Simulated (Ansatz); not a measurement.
## 1T-PbO2 monolayer in a perpendicular field

Aim: how the 1T-PbO2 monolayer screens a field along its normal, and what the field does to its bands. A positive field points along +c.

Main program and level: Ansatz 0.2.0; plane-wave DFT, PBE-D3(BJ), Ansatz PAW (set soft_1); PAW set soft_1.

This is a report of a sequence of runs, with the program logs left out and the cost of each run kept.

## 1. Set-up

The cell holds 3 atoms: 2 O and 1 Pb. Its edges and angles: a = 2.874 Å, b = 2.874 Å, c = 35.411 Å, α = 90.0°, β = 90.0°, γ = 120.0°. Vacuum lies along c.

## 2. Relaxation

The starting cell is a guess, so the in-plane lattice and the atoms are relaxed first, with the slab cut off from its images along the normal.

File input.yaml:

```yaml
crystal:
  lattice:
    - [2.874242, 0.0, 0.0]
    - [-1.437121, 2.4891665886, 0.0]
    - [0.0, 0.0, 35.4111357329]
  atoms:
    - { symbol: O, position: [0.6666666667, 0.3333333333, 0.4687790904] }
    - { symbol: Pb, position: [0.0, 0.0, 0.5] }
    - { symbol: O, position: [0.3333333333, 0.6666666667, 0.5312209096] }
  periodic: [true, true, false]
kpoints:
  mp_grid: { grid: [12, 12, 1] }
hamiltonian:
  xc: pbe
  dispersion: d3bj
  pseudopotentials: { kind: paw, azcp: { folder: soft_1 } }
scf:
  occupations: { method: fermi_dirac, width: 0.05 }
  convergence: { dr2_threshold: 1.0e-09 }
relax:
  f_tol: 0.004
  max_steps: 90
  cell: {}
output:
  write_potential: true
  write_density: true
  volumetric_format: npy
```

Launch:

```bash
ansatz run input.yaml --threads 2 --pin off --max-ram 3072MiB --backend cpu --events-out ev --progress --plain --runs-dir out
```

Wall time 34 s (2 threads of Arm Neoverse V1, shared host); peak memory 0.55 GiB; 65 s of CPU time.

The steps of the relaxation:

```
step  energy less that of the first step (eV)  largest force component (eV/Å)  volume (Å³)
   1                                   0.0000                          5.0292       253.35
   2                                  -2.3526                          1.0869       279.21
   3                                  -3.1425                          0.5029       306.29
   4                                  -3.4171                          0.1805       333.42
   5                                  -3.4233                          0.0579       337.47
   6                                  -3.4236                          0.0002       337.69
  7*                                  -3.6196                          0.0065       337.69
   8                                  -3.6561                          0.0020       348.64
   9                                  -3.6583                          0.0222       355.00
  10                                  -3.6588                          0.0017       354.18
 11*                                  -3.6647                          0.0017       354.18
```

Relaxation steps marked * repeat the geometry before them on a plane-wave basis chosen anew for their cell, so energy and pressure can jump there.

The run keeps the 12 symmetry operations that the program found, so distortions that break them were not tested.

```
cell as run  before  after   change
      a (Å)   2.874  3.398  +18.2 %
      b (Å)   2.874  3.398  +18.2 %
```

The atoms that moved most (Å, along periodic axes as changes of fractional coordinates times the final cell, across vacuum about the mean position):

```csv
atom,dx,dy,dz,length
O3,0.000,0.000,-0.038,0.038
O1,0.000,0.000,0.038,0.038
```

Final coordinates:

```xyz
3
Lattice="3.3984 0.0000 0.0000 -1.6992 2.9431 0.0000 0.0000 0.0000 35.4111" Properties=species:S:1:pos:R:3
O     1.6992    0.9810   16.6383
Pb    0.0000    0.0000   17.7056
O     0.0000    1.9621   18.7728
```

The lattice constant a goes from 2.874 to 3.398 Å.

## 3. Atoms held, field 0

A sawtooth potential applies the field, turning back in the middle of the vacuum. With the dipole correction the typed value is the field outside the slab. The induced dipole is small, so the SCF threshold is tight.

The cell differs from the one that the last finished run ended in (c 35.411 → 20.134 Å).

File input.yaml:

```yaml
crystal:
  lattice:
    - [3.3984073762, 0.0, 0.0]
    - [-1.6992036881, 2.9431071202, 0.0]
    - [0.0, 0.0, 20.1344642928]
  atoms:
    - { symbol: O, position: [0.6666666667, 0.3333333333, 0.4469947583] }
    - { symbol: Pb, position: [0.0, 0.0, 0.5] }
    - { symbol: O, position: [0.3333333333, 0.6666666667, 0.5530052417] }
kpoints:
  mp_grid: { grid: [18, 18, 1] }
  band_path:
    path: [[0, 0, 0], [0.5, 0, 0], [0.33333333, 0.33333333, 0], [0, 0, 0]]
    npoints: 16
hamiltonian:
  xc: pbe
  dispersion: d3bj
  pseudopotentials: { kind: paw, azcp: { folder: soft_1 } }
scf:
  occupations: { method: fermi_dirac, width: 0.02585 }
  convergence: { dr2_threshold: 1.0e-10 }
efield:
  axis: 3
  dipole_correction: true
  ramp_position: 0.97
  ramp_width: 0.06
  amplitude: 0
output:
  dos: { projected: true, e_range: [-6, 5] }
  write_potential: true
  write_density: true
  volumetric_format: npy
  elf: true
```

Elapsed: 11 s, on 2 threads; peak memory 0.46 GiB.

Numbers from this step:

* gap on the k-mesh: 1.333 eV
* dipole along the normal: 1.25e-7 e·Å
* gap along the path: 1.332 eV
* smallest direct gap along the path: 1.651 eV
* ionisation energy, upper face: 8.119 eV
* electron affinity, upper face: 6.787 eV
* gap, the smaller of path and mesh: 1.332 eV

Running mean over a fixed 2.5 Å (it still follows the layers) of the planar mean; the ramp of the sawtooth is left out. The electron's electrostatic potential energy less the Fermi level by z:

```csv
z (Å),electron's electrostatic potential energy less the Fermi level (eV)
3.0,7.40
3.5,7.40
4.0,7.40
4.5,7.40
5.0,7.40
5.5,7.40
6.0,7.39
6.5,7.36
7.0,7.21
7.5,6.23
8.0,3.87
8.5,0.502
9.0,-3.18
9.5,-6.54
10.0,-8.27
10.5,-7.25
11.0,-4.14
11.5,-0.480
12.0,3.03
12.5,5.72
13.0,7.09
13.5,7.34
14.0,7.39
14.5,7.39
15.0,7.40
15.5,7.40
16.0,7.40
16.5,7.40
17.0,7.40
```

The density of states has structure finer than the step of the table below, so its rows give means over 0.2 eV. Peaks (eV: height): -1.84: 5.77, -1.04: 17.3, -0.73: 32.8.

The density of states by energy, zero at the Fermi level of the run, which the smearing sets inside the gap; means over each step:

| energy (eV) | density of states (states/eV a cell) |
| --- | --- |
| -5.8 | 0.397 |
| -5.6 | 0.361 |
| -5.4 | 0.340 |
| -5.2 | 0.0543 |
| -5.0 | 0 |
| -4.8 | 0 |
| -4.6 | 0 |
| -4.4 | 0.0258 |
| -4.2 | 1.33 |
| -4.0 | 1.85 |
| -3.8 | 2.40 |
| -3.6 | 1.81 |
| -3.4 | 2.32 |
| -3.2 | 2.82 |
| -3.0 | 1.85 |
| -2.8 | 1.82 |
| -2.6 | 1.74 |
| -2.4 | 1.76 |
| -2.2 | 1.91 |
| -2.0 | 2.49 |
| -1.8 | 3.39 |
| -1.6 | 1.56 |
| -1.4 | 0.864 |
| -1.2 | 0.404 |
| -1.0 | 11.3 |
| -0.8 | 9.55 |
| -0.6 | 0 |
| -0.4 | 0 |
| -0.2 | 0 |
| 0.0 | 0 |
| 0.2 | 0 |
| 0.4 | 0 |
| 0.6 | 0.0592 |
| 0.8 | 0.211 |
| 1.0 | 0.249 |
| 1.2 | 0.284 |
| 1.4 | 0.332 |
| 1.6 | 0.387 |
| 1.8 | 0.472 |
| 2.0 | 0.593 |
| 2.2 | 0.787 |
| 2.4 | 1.28 |

Projected DOS per atom over height of the atomic layer and energy from the Fermi level. Layers: O Pb O from below.

Ten even steps from '_' (0.00 states/eV) to '@' (2.84 states/eV), each cell a mean:
```
..::..
______
______
______
______
______
______
______
##__##
@@__@@
..__..
==__==
::__::
::__::
--..--
--..--
::..::
..__..
______
______
______
______
```
Columns: height of the atomic layer (Å) from 9 to 11.1; rows upwards: energy from the Fermi level (eV) from -5.96 to 2.59.

Electronic bands along the path, in eV, zero at the Fermi level of the run, which the smearing sets inside the gap:

| point | band 10 | band 11 | band 12 | band 13 | band 14 | band 15 | band 16 | band 17 |
| --- | --- | --- | --- | --- | --- | --- | --- | --- |
| Γ | -1.87 | -1.26 | -1.04 | -1.04 | 0.61 | 4.49 | 7.04 | 7.24 |
| halfway | -2.57 | -1.71 | -0.95 | -0.95 | 1.98 | 5.80 | 7.40 | 8.33 |
| M | -3.23 | -1.84 | -0.87 | -0.75 | 2.57 | 6.03 | 8.60 | 10.25 |
| halfway | -3.47 | -2.26 | -0.94 | -0.72 | 2.85 | 6.83 | 8.55 | 9.77 |
| K | -3.64 | -2.94 | -0.81 | -0.81 | 3.10 | 8.24 | 8.47 | 8.47 |
| halfway | -2.78 | -1.74 | -1.11 | -0.87 | 2.25 | 6.38 | 7.21 | 8.61 |
| Γ | -1.87 | -1.26 | -1.04 | -1.04 | 0.61 | 4.49 | 7.04 | 7.24 |

Electrostatic potential energy in the ca plane at fractional y = 0.000, with atoms of Pb within 0.2 Å of it. With pseudopotentials it is smooth inside the atoms' cores, unlike the true potential.

Values in eV, 5 rows by 16 columns, each cell a mean:
```
  3   3   3   3   3   3   2  -7 -38 -28   0   3   3   3   3   3
  3   3   3   3   3   3   3  -1 -13  -7   2   3   3   3   3   3
  3   3   3   3   3   3   3   0  -3  -2   2   3   3   3   3   3
  3   3   3   3   3   3   3  -2 -22 -14   1   3   3   3   3   3
  3   3   3   3   3   3   2  -9 -38 -31  -1   3   3   3   3   3
```
Columns run along c (16.0 Å, from fractional 0.08 to 0.87 of the cell; values clipped at the 3rd and 97th percentile), rows up along a (3.4 Å). Atoms in or near the plane, at fractional coordinates: Pb at (0.50, 0.00).

Valence density in the ca plane at fractional y = 0.000, with atoms of Pb within 0.2 Å of it. It is the smooth field of the valence electrons, not physical close to the nuclei.

Values in e/Å³, 5 rows by 16 columns, each cell a mean:
```
0.0 0.0 0.0 0.0 0.0 0.0 0.0 0.2 3.6 1.8 0.1 0.0 0.0 0.0 0.0 0.0
0.0 0.0 0.0 0.0 0.0 0.0 0.0 0.2 0.5 0.4 0.1 0.0 0.0 0.0 0.0 0.0
0.0 0.0 0.0 0.0 0.0 0.0 0.0 0.2 0.2 0.3 0.1 0.0 0.0 0.0 0.0 0.0
0.0 0.0 0.0 0.0 0.0 0.0 0.0 0.2 1.0 0.6 0.1 0.0 0.0 0.0 0.0 0.0
0.0 0.0 0.0 0.0 0.0 0.0 0.0 0.3 4.9 2.4 0.1 0.0 0.0 0.0 0.0 0.0
```
Columns run along c (16.0 Å, from fractional 0.08 to 0.87 of the cell), rows up along a (3.4 Å). Atoms in or near the plane, at fractional coordinates: Pb at (0.50, 0.00).

ELF in the ca plane at fractional y = 0.000, with atoms of Pb within 0.2 Å of it. It is the smooth field of the valence electrons, not physical close to the nuclei.

Ten even steps from '0' (0.00) to '9' (0.52), each cell a mean:
```
00000000000000000001365103641000000000000000
00000000000000000001246556531000000000000000
00000000000000000023444454444210000000000000
00000000000000000247884223798531000000000000
00000000000000000258995214799631000000000000
00000000000000000135764333576420000000000000
00000000000000000012335665432100000000000000
00000000000000000001256325631000000000000000
00000000000000000001364002741000000000000000
```
Columns run along c (16.0 Å, from fractional 0.08 to 0.87 of the cell), rows up along a (3.4 Å). Atoms in or near the plane, at fractional coordinates: Pb at (0.50, 0.00).

The gap is 1.33 eV, with the valence edge 8.12 eV and the conduction edge 6.79 eV under the upper vacuum level. Spin-orbit coupling, left out in this run, matters for the bands of elements this heavy.

## 4. Atoms held, field 0.1 V/Å

Changes to input.yaml since step 3:

```diff
@@ -24,7 +24,6 @@
   dipole_correction: true
-  ramp_position: 0.97
-  ramp_width: 0.06
-  amplitude: 0
+  ramp_position: 0.9185
+  ramp_width: 0.1629
+  amplitude: 0.1
 output:
-  dos: { projected: true, e_range: [-6, 5] }
   write_potential: true
@@ -32,2 +31 @@
   volumetric_format: npy
-  elf: true
```

Wall time 11 s (2 threads); peak memory 0.42 GiB; 23 s of CPU time.

The dipole is 0.0176 e·Å, and the gap 1.332 eV.

## 5. Atoms held, field -0.1 V/Å

Changes to input.yaml since step 4:

```diff
@@ -26,3 +26,3 @@
   ramp_width: 0.1629
-  amplitude: 0.1
+  amplitude: -0.1
 output:
```

Elapsed: 12 s, on 2 threads; peak memory 0.42 GiB.

The dipole is -0.0176 e·Å, and the gap 1.332 eV.

## 6. Response, atoms held

This step: plane-wave DFT, PBE-D3(BJ), Ansatz PAW (set soft_1); response to a field along the normal, atoms held; PAW set soft_1 (Ansatz 0.2.0).

The dipoles give the slope, and the difference of two potentials shows where the field is screened.

This step gave:

```yaml
equivalent_conductor_thickness_p_eps_0ae: 3.183 Å
distance_between_the_outer_atoms: 2.134 Å
```

Dipole of the cell against applied field:

```
applied field (V/Å)  dipole of the cell (e·Å)
            -0.1000                   -0.0176
             0.0000                    1.2e-7
             0.1000                    0.0176
```

Local field over the applied field, running mean. From the potentials at -0.1 and 0.1 V/Å; running mean over 2.5 Å. Table of local field over applied field by z:

| z (Å) | local field over applied field |
| --- | --- |
| 4.5 | 1.000 |
| 5.0 | 0.999 |
| 5.5 | 0.998 |
| 6.0 | 0.992 |
| 6.5 | 0.972 |
| 7.0 | 0.921 |
| 7.5 | 0.813 |
| 8.0 | 0.665 |
| 8.5 | 0.491 |
| 9.0 | 0.323 |
| 9.5 | 0.191 |
| 10.0 | 0.140 |
| 10.5 | 0.168 |
| 11.0 | 0.282 |
| 11.5 | 0.444 |
| 12.0 | 0.619 |
| 12.5 | 0.776 |
| 13.0 | 0.897 |
| 13.5 | 0.963 |
| 14.0 | 0.988 |
| 14.5 | 0.997 |
| 15.0 | 0.999 |
| 15.5 | 1.000 |
| 16.0 | 1.000 |

Electrons, planar mean, per unit field. Induced electron density against z:

```
z (Å)  induced electron density (e/Å³ per V/Å)
 4.03                                   1.4e-7
 4.47                                   5.2e-7
 4.92                                   1.7e-6
 5.22                                   3.9e-6
 5.67                                   1.3e-5
 6.11                                   4.3e-5
 6.56                                   1.3e-4
 7.01                                   3.8e-4
 7.31                                   7.3e-4
 7.76                                  0.00178
 8.20                                  0.00334
 8.65                                  0.00252
 9.10                                  0.00212
 9.40                                  0.00162
 9.84                                        0
10.29                                        0
10.74                                 -0.00162
11.04                                 -0.00212
11.48                                 -0.00252
11.93                                 -0.00334
12.38                                 -0.00178
12.83                                  -7.3e-4
13.12                                  -3.8e-4
13.57                                  -1.3e-4
14.02                                  -4.3e-5
14.47                                  -1.3e-5
14.91                                  -3.9e-6
15.21                                  -1.7e-6
15.66                                  -5.2e-7
16.11                                  -1.4e-7
```

The smaller of the gaps on the path and on the k-mesh, counted as 0 under 0.03 eV. The gap stays at 1.33 eV for applied field from -0.1 to 0.1 V/Å.

By hand: between -0.1 and 0.1 V/Å the dipole changes by 0.03519 e·Å, a slope of 0.1759 e·Å²/V. A perfect conductor of thickness t has p = ε₀AEt, so t = 180.95 × 0.1759 / 10.002 = 3.18 Å (e/ε₀ = 180.95 V·Å, A in Å²).

The induced dipole is that of a conductor 3.18 Å thick.

## 7. Results

```json
{
  "gap without field": "1.33 eV",
  "ionisation energy, upper face": "8.12 eV",
  "electron affinity, upper face": "6.79 eV",
  "equivalent conductor thickness, atoms held": "3.18 Å"
}
```

What this shows: The induced dipole equals that of a perfect conductor 3.18 Å thick, while the outer atoms lie 2.13 Å apart; an out-of-plane ε follows only once a thickness t is chosen, by 1 − 1/ε = 3.18 Å / t. The gap stays within 0.01 eV of 1.33 eV over the fields run, up to 0.1 V/Å in size. Semilocal functionals give gaps that are too small, and excitons are not included. Spin-orbit coupling is left out, which matters for the bands of elements this heavy.

[Long decimals in the printed logs are rounded to 6 places.]

[Logs are printed without paths, hosts, clocks, repeated set-up lines and the standing remarks that a program may print on its own settings, such as how far it seeks lower states.]

[Hosts, paths, dates, database ids (printed as entryN), source tags and the programs' standing remarks are cut or masked in the printed files.]

[Maps of the electrostatic potential energy from Ansatz leave out the sawtooth potential of an applied field or a dipole correction, so their vacuum need not be flat; planar profiles and work functions include it.]

[The density of states shown here was stored with 400 of the rows of the run's finer table, so its peaks can read low, often by over a quarter, or be missed, and its means over a window can be off by a tenth or more.]
